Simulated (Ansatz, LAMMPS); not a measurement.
# Glassy 89SiO2-11BaO (mol %) (165 atoms): geometry optimisation, part 2 of 3

Wanted: the relaxed structure of glassy 89SiO2-11BaO (mol %) (165 atoms) and its electronic structure.

Ansatz 0.2.0; Kohn-Sham DFT, RPBE, PAW (set soft_2), plane waves.

The cell: 51 Si, 6 Ba and 108 O. The quench rate of 25 K/ps is orders of magnitude faster than experiment. The starting topology of bonds comes from the classical model. The Brillouin zone is sampled at Γ only, in a cell whose shortest periodic width is 14 Å. No spin–orbit coupling is included.

So far. Step 3 (Single point at the start): The r.m.s. force component of 1.4 eV/Å and the pressure of 7.6 GPa set the starting point.

## 4. Relaxation

With the cell held, the atoms are moved downhill towards a nearby minimum.

input.yaml

```yaml
crystal:
  lattice:
    - [13.55241, 0.0, 0.0]
    - [0.0, 13.55241, 0.0]
    - [0.0, 0.0, 13.55241]
  atoms:
    [... the 165 atom lines of step 3 ...]
kpoints:
  mp_grid: { grid: [1, 1, 1] }
hamiltonian:
  xc: rpbe
scf:
  occupations: { method: fixed }
output:
  forces: true
relax:
  f_tol: 0.05
  max_steps: 119
```

The run is started by

```bash
> ansatz run input.yaml --threads 4 --pin off --max-ram 8192MiB --backend cpu --events-out ev --progress --plain --runs-dir out
```

Numbers of over 12 decimals in the logs are rounded to 6 here.

What it wrote:

```text
[...]
Crystal: 165 atoms, lattice volume = 2489.142 Å³
Basis set: ecut = 420 eV, 48501 PW (Γ), exchange–correlation on 192×192×192 points (8 copies of the dense FFT grid, shifted against one another)
Bands: 621, of which v1, the nominal top of the filled ones, is band 456 counted from 1 (455 counted from 0)
Symmetry: 1 space group operations
[...]
k-points: 1
[...]
SCF iter   1: F=—  HF=-129986.659830 eV  |F-HF|=—  |Δ(HF+E_count)|=         —  Δρ=3.62e-3  dr2=3.54e-1  ethr=1.77e-3  ⟨swp⟩=7.0  Hψ=2216  notcnv=0  defer=162
[...]
SCF iter   3: F=—  HF=-129986.631159 eV  |F-HF|=—  |Δ(HF+E_count)|=   4.28e-3  Δρ=8.06e-4  dr2=1.92e-2  ethr=7.08e-6  ⟨swp⟩=4.0  Hψ=819  notcnv=0  defer=142
automatic band count: iteration 3 solves 600 bands in place of 621: the levels show a gap, and the empty bands left out lie too high to hold charge; the band table lists the bands solved (type scf.n_extra_bands for more)
SCF iter   4: F=—  HF=-129986.630424 eV  |F-HF|=—  |Δ(HF+E_count)|=   7.35e-4  Δρ=2.49e-4  dr2=1.76e-3  ethr=2.11e-6  ⟨swp⟩=4.0  Hψ=958  notcnv=0  defer=142
[...]
SCF iter   6: F=-129986.630335 eV  HF=-129986.630356 eV  |F-HF|=2.14e-5  |Δ(HF+E_count)|=   3.07e-5  Δρ=3.78e-5  dr2=3.30e-5  ethr=6.85e-9  ⟨swp⟩=3.0  Hψ=1883  notcnv=0
SCF 1 converged in 6 iterations: F = -129986.630335 eV  dr2 = 3.30e-5
[...]
relax step   1: F+E_penalty+E_count = -129986.63033478 eV  Δ(F+E_penalty+E_count) = +0.000e0 eV  max|allowed force component| = 6.343e0 eV/Å  Δτ_max = 0.0000 Å  (6 SCF iters, dr2 threshold 6.25e-5 eV, accepted)
[... from here on, the SCF cycles and remarks between the steps are left out ...]
relax step   2: F+E_penalty+E_count = -129993.21215523 eV  Δ(F+E_penalty+E_count) = -6.582e0 eV  max|allowed force component| = 4.081e0 eV/Å  Δτ_max = 0.1949 Å  (7 SCF iters, dr2 threshold 1.00e-4 eV, accepted)
relax step   3: F+E_penalty+E_count = -129998.27103164 eV  Δ(F+E_penalty+E_count) = -5.059e0 eV  max|allowed force component| = 8.761e-1 eV/Å  Δτ_max = 0.1901 Å  (7 SCF iters, dr2 threshold 1.00e-4 eV, accepted)
relax step   4: F+E_penalty+E_count = -129999.27157078 eV  Δ(F+E_penalty+E_count) = -1.001e0 eV  max|allowed force component| = 8.616e-1 eV/Å  Δτ_max = 0.1972 Å  (6 SCF iters, dr2 threshold 4.80e-5 eV, accepted)
relax step   5: F+E_penalty+E_count = -129999.77897726 eV  Δ(F+E_penalty+E_count) = -5.074e-1 eV  max|allowed force component| = 5.624e-1 eV/Å  Δτ_max = 0.2000 Å  (7 SCF iters, dr2 threshold 4.64e-5 eV, accepted)
relax step   6: F+E_penalty+E_count = -130000.15778445 eV  Δ(F+E_penalty+E_count) = -3.788e-1 eV  max|allowed force component| = 3.090e-1 eV/Å  Δτ_max = 0.2000 Å  (6 SCF iters, dr2 threshold 1.00e-4 eV, accepted)
relax step   7: F+E_penalty+E_count = -130000.35821741 eV  Δ(F+E_penalty+E_count) = -2.004e-1 eV  max|allowed force component| = 4.715e-1 eV/Å  Δτ_max = 0.1384 Å  (7 SCF iters, dr2 threshold 2.88e-5 eV, accepted)
relax step   8: F+E_penalty+E_count = -130000.61527296 eV  Δ(F+E_penalty+E_count) = -2.571e-1 eV  max|allowed force component| = 3.130e-1 eV/Å  Δτ_max = 0.2000 Å  (7 SCF iters, dr2 threshold 6.71e-5 eV, accepted)
relax step   9: F+E_penalty+E_count = -130000.74507222 eV  Δ(F+E_penalty+E_count) = -1.298e-1 eV  max|allowed force component| = 3.094e-1 eV/Å  Δτ_max = 0.2000 Å  (7 SCF iters, dr2 threshold 4.32e-5 eV, accepted)
relax step  10: F+E_penalty+E_count = -130000.81699886 eV  Δ(F+E_penalty+E_count) = -7.193e-2 eV  max|allowed force component| = 2.276e-1 eV/Å  Δτ_max = 0.2000 Å  (7 SCF iters, dr2 threshold 4.22e-5 eV, accepted)
relax step  11: F+E_penalty+E_count = -130000.85770648 eV  Δ(F+E_penalty+E_count) = -4.071e-2 eV  max|allowed force component| = 1.734e-1 eV/Å  Δτ_max = 0.0915 Å  (6 SCF iters, dr2 threshold 2.81e-5 eV, accepted)
relax step  12: F+E_penalty+E_count = -130000.87350062 eV  Δ(F+E_penalty+E_count) = -1.579e-2 eV  max|allowed force component| = 1.836e-1 eV/Å  Δτ_max = 0.2000 Å  (7 SCF iters, dr2 threshold 1.63e-5 eV, accepted)
relax step  13: F+E_penalty+E_count = -130000.90241392 eV  Δ(F+E_penalty+E_count) = -2.891e-2 eV  max|allowed force component| = 8.826e-2 eV/Å  Δτ_max = 0.1349 Å  (6 SCF iters, dr2 threshold 1.95e-5 eV, accepted)
relax step  14: F+E_penalty+E_count = -130000.84384213 eV  Δ(F+E_penalty+E_count) = +5.857e-2 eV  max|allowed force component| = 3.144e-1 eV/Å  Δτ_max = 0.2000 Å  (11 SCF iters, rejected (line search))
relax step  15: F+E_penalty+E_count = -130000.91527918 eV  Δ(F+E_penalty+E_count) = -1.287e-2 eV  max|allowed force component| = 8.254e-2 eV/Å  Δτ_max = 0.0969 Å  (10 SCF iters, accepted)
relax step  16: F+E_penalty+E_count = -130000.91772471 eV  Δ(F+E_penalty+E_count) = -2.446e-3 eV  max|allowed force component| = 1.121e-1 eV/Å  Δτ_max = 0.1000 Å  (9 SCF iters, accepted)
relax step  17: F+E_penalty+E_count = -130000.92568898 eV  Δ(F+E_penalty+E_count) = -7.964e-3 eV  max|allowed force component| = 9.935e-2 eV/Å  Δτ_max = 0.0571 Å  (6 SCF iters, dr2 threshold 1.10e-5 eV, accepted)
relax step  18: F+E_penalty+E_count = -130000.92763178 eV  Δ(F+E_penalty+E_count) = -1.943e-3 eV  max|allowed force component| = 8.240e-2 eV/Å  Δτ_max = 0.0424 Å  (6 SCF iters, dr2 threshold 7.75e-6 eV, accepted)
relax step  19: F+E_penalty+E_count = -130000.92627862 eV  Δ(F+E_penalty+E_count) = +1.353e-3 eV  max|allowed force component| = 8.525e-2 eV/Å  Δτ_max = 0.0541 Å  (6 SCF iters, dr2 threshold 4.67e-6 eV, rejected (line search))
relax step  20: F+E_penalty+E_count = -130000.93152880 eV  Δ(F+E_penalty+E_count) = -3.897e-3 eV  max|allowed force component| = 2.546e-2 eV/Å  Δτ_max = 0.0259 Å  (9 SCF iters, accepted)
SCF converged after 9 iterations
Free energy (F): -130000.931529 eV
[...]
Internal energy: -130000.931529 eV  (E = F + TS)
E sigma→0 (E₀):  -130000.931529 eV
Fermi energy:    3.414356 eV
[...]
--- Forces (eV/Å), atoms counted from 1 ---
  atom   1  Si    -0.00010715    -0.00160931    -0.00113206
  atom   2  Si    -0.00539950    -0.00966055    -0.00454992
  atom   3  Si    -0.00596808     0.00236428     0.00213733
  atom   4  Si    -0.00388761    -0.00048560     0.00666922
  atom   5  Si    -0.00051798    -0.00325243    -0.00148313
  atom   6  Si     0.00046128    -0.00718907     0.00072057
  atom   7  Si    -0.00332967     0.00140358    -0.01593669
  atom   8  Si    -0.00629570     0.00005940     0.00000735
  atom   9  Si    -0.00331677    -0.00395760    -0.00036990
  atom  10  Si     0.00215806    -0.00635921     0.00337602
  atom  11  Si    -0.00346204    -0.00393432     0.00163822
  atom  12  Si    -0.00144450     0.00615093     0.00156960
  atom  13  Si    -0.00501174    -0.00839159     0.00299152
  atom  14  Si    -0.00610655    -0.00547237     0.00410470
[...]
atom 164  O      0.00070981     0.00271068    -0.00198961
  atom 165  O     -0.00354020     0.00421695    -0.00614575
  max |Σ_I F_I| component: 5.79e-5 eV/Å
--- Relaxed structure (20 steps of the walk, 18 accepted, 0 SCFs on fresh bases) ---
  F+E_penalty+E_count = -130000.93152880 eV   max|allowed force component| = 2.546e-2 eV/Å
  atoms:
    - { symbol: Si, position: [0.588096, 0.040177, 0.491440] }
    - { symbol: Si, position: [0.266756, 0.525174, 0.105670] }
    - { symbol: Si, position: [0.712501, 0.631134, 0.940877] }
    - { symbol: Si, position: [0.479926, 0.884158, 0.711518] }
[...]
- { symbol: O, position: [0.474208, 0.622361, 0.243258] }
```

Elapsed: 12 min, on 4 threads of Arm Neoverse V1, shared host; peak memory 3.5 GiB.

Step by step:

```
step  energy less that of the first step (eV)  largest force component (eV/Å)
   1                                   0.0000                          6.3426
   2                                  -6.5818                          4.0810
   3                                 -11.6407                          0.8761
   4                                 -12.6412                          0.8616
   5                                 -13.1486                          0.5624
   6                                 -13.5274                          0.3090
   7                                 -13.7279                          0.4715
   8                                 -13.9849                          0.3130
   9                                 -14.1147                          0.3094
  10                                 -14.1867                          0.2276
  11                                 -14.2274                          0.1734
  12                                 -14.2432                          0.1836
  13                                 -14.2721                          0.0883
  14                                 -14.2135                          0.3144
  15                                 -14.2849                          0.0825
  16                                 -14.2874                          0.1121
  17                                 -14.2954                          0.0994
  18                                 -14.2973                          0.0824
  19                                 -14.2959                          0.0852
  20                                 -14.3012                          0.0255
```

Relaxation steps 14, 19 were tried and not accepted.

The atoms that moved most (Å):

```csv
atom,dx,dy,dz,length
O153,-0.057,-0.656,0.365,0.753
O133,-0.235,-0.235,0.507,0.606
O139,0.130,0.289,0.489,0.583
O102,0.433,-0.173,-0.282,0.545
O99,0.135,0.293,0.435,0.541
O132,-0.122,0.362,-0.384,0.541
O155,-0.059,-0.406,0.332,0.528
Ba52,0.470,0.112,-0.172,0.513
```

The relaxation changed the energy by -86.7 meV/atom, and atoms moved by 0.25 Å r.m.s., 0.75 Å at most.

## 5. Local order after relaxation

Bonds before and after, by the cutoffs listed below:

```csv
pair,bonds before,bonds after,mean before (Å),mean after (Å),spread before (Å),spread after (Å)
O-Si,204,204,1.613,1.638,0.045,0.023
O-Ba,36,35,2.963,2.854,0.222,0.254
```

Density 2.66 g/cm³, 15.09 Å³ an atom.

g(r), total and by pair (bins of 0.2 Å):

| r (Å) | total | O-O | O-Si | O-Ba | Si-Si | Si-Ba | Ba-Ba |
| --- | --- | --- | --- | --- | --- | --- | --- |
| 1.50 | 0.26 | 0.00 | 0.65 | 0.00 | 0.00 | 0.00 | 0.00 |
| 1.70 | 5.27 | 0.00 | 13.08 | 0.00 | 0.00 | 0.00 | 0.00 |
| 1.90 | 0.00 | 0.00 | 0.00 | 0.00 | 0.00 | 0.00 | 0.00 |
| 2.10 | 0.00 | 0.00 | 0.00 | 0.00 | 0.00 | 0.00 | 0.00 |
| 2.30 | 0.00 | 0.00 | 0.00 | 0.00 | 0.00 | 0.00 | 0.00 |
| 2.50 | 0.34 | 0.59 | 0.00 | 1.72 | 0.00 | 0.00 | 0.00 |
| 2.70 | 2.90 | 6.57 | 0.00 | 1.89 | 0.00 | 0.00 | 0.00 |
| 2.90 | 0.33 | 0.37 | 0.00 | 0.92 | 1.40 | 0.00 | 0.00 |
| 3.10 | 0.83 | 0.42 | 0.13 | 1.76 | 5.39 | 0.00 | 0.00 |
| 3.30 | 0.59 | 0.60 | 0.51 | 0.71 | 0.87 | 0.30 | 0.00 |
| 3.50 | 0.81 | 0.45 | 1.35 | 0.75 | 0.00 | 1.58 | 0.00 |
| 3.70 | 0.99 | 0.79 | 1.34 | 1.11 | 0.05 | 2.11 | 0.00 |
| 3.90 | 1.05 | 0.62 | 1.58 | 1.02 | 0.10 | 3.41 | 7.24 |
| 4.10 | 1.42 | 0.92 | 2.21 | 0.91 | 0.77 | 0.77 | 0.00 |
| 4.30 | 1.12 | 0.74 | 1.58 | 0.92 | 0.90 | 1.40 | 3.08 |
| 4.50 | 0.81 | 0.80 | 0.68 | 1.06 | 1.20 | 0.81 | 5.35 |
| 4.70 | 1.04 | 1.28 | 0.83 | 0.35 | 1.22 | 1.01 | 0.00 |
| 4.90 | 1.10 | 1.50 | 0.57 | 1.21 | 1.56 | 0.95 | 0.00 |
| 5.10 | 1.24 | 1.73 | 0.69 | 1.47 | 1.44 | 0.49 | 0.00 |
| 5.30 | 1.07 | 1.27 | 0.75 | 1.52 | 1.25 | 1.04 | 4.03 |
| 5.50 | 0.85 | 0.74 | 0.87 | 0.96 | 1.33 | 0.43 | 0.00 |
| 5.70 | 0.88 | 0.72 | 1.06 | 0.76 | 0.93 | 0.79 | 0.00 |
| 5.90 | 1.02 | 0.87 | 1.20 | 0.92 | 0.88 | 1.20 | 0.00 |
| 6.10 | 0.97 | 0.79 | 1.27 | 0.82 | 0.59 | 0.96 | 0.00 |
| 6.30 | 1.04 | 0.96 | 1.21 | 1.20 | 0.61 | 0.97 | 1.35 |
| 6.50 | 0.97 | 0.80 | 1.18 | 0.87 | 0.85 | 1.30 | 1.29 |
| 6.70 | 0.89 | 0.88 | 0.92 | 0.78 | 0.80 | 1.23 | 1.20 |

Bonds by pair of elements; cutoffs follow the first minimum of g(r), held within bounds set by covalent radii, and pairs that aren't listed don't count as bonded:

| pair A-B | cutoff (Å) | bonds | mean length (Å) | spread (Å) | shortest (Å) | B about A | A about B |
| --- | --- | --- | --- | --- | --- | --- | --- |
| O-Si | 2.08 | 204 | 1.64 | 0.023 | 1.58 | 1.89 | 4 |
| O-Ba | 3.29 | 35 | 2.85 | 0.254 | 2.44 | 0.324 | 5.83 |

How many atoms have how many bonded neighbours:

```csv
element,mean,2,3,4,5,6,7
Ba,5.83,0,0,0,3,1,2
O,2.21,86,21,1,0,0,0
Si,4,0,0,51,0,0,0
```

Bond angles (no mean is given where the spread exceeds 20°):

| angle | count | mean (°) | spread (°) |
| --- | --- | --- | --- |
| O-Si-O | 306 | 109 | 3.7 |
| Si-O-Si | 96 | 143 | 12.6 |
| O-Ba-O | 87 | - | - |
| Ba-O-Si | 49 | 113 | 18.4 |
| Ba-O-Ba | 10 | 101 | 16.1 |

Oxygen atoms by the number of network formers (Si, P, Ge, B, Al, As, Ga) bound to them:

```csv
network formers bound to O,O atoms,per cent
0,0,0
1,12,11.1
2,96,88.9
```

Network units: each former by its oxygen neighbours and how many of them bridge to another former:

| former | O neighbours | bridging O | atoms |
| --- | --- | --- | --- |
| Si | 4 | 2 | 1 |
| Si | 4 | 3 | 10 |
| Si | 4 | 4 | 40 |

Bond length by coordination (bonds to H left out):

| element | coordination | atoms | mean bond length (Å) |
| --- | --- | --- | --- |
| Ba | 5 | 3 | 2.78 |
| Ba | 6 | 1 | 2.93 |
| Ba | 7 | 2 | 2.9 |
| O | 2 | 86 | 1.65 |
| O | 3 | 21 | 2.23 |
| O | 4 | 1 | 2.42 |

Rings of the network by King's shortest-path rule, up to 12 atoms, one path for each pair of neighbours; H, halogens, alkali and alkaline-earth atoms are left out, and the last column divides by all other atoms, bonded or not:

| ring size (atoms) | rings | per network atom |
| --- | --- | --- |
| 8 | 7 | 0.044 |
| 10 | 18 | 0.113 |
| 12 | 24 | 0.151 |

With the cutoffs above, 50 % of Ba atoms have 5, 80 % of O atoms have 2 and all Si atoms have 4 bonded neighbours. The O-Si-O angle averages 109° with a spread of 4°. 89 % of the oxygens bridge two formers (Si) and 11 % are non-bridging. The commonest Si unit has 4 oxygens, 4 of them shared with other formers (40 of 51 atoms). Rings of 12 atoms are the most common (49 % of those counted); sizes run from 8 to 12, where the search stops.

(Part 2 of 3 ends here.)

[Logs are printed without paths, hosts, clocks, repeated set-up lines and the standing remarks that a program may print on its own settings, such as how far it seeks lower states.]

[Hosts, paths, dates, database ids (printed as entryN), source tags and the programs' standing remarks are cut or masked in the printed files.]
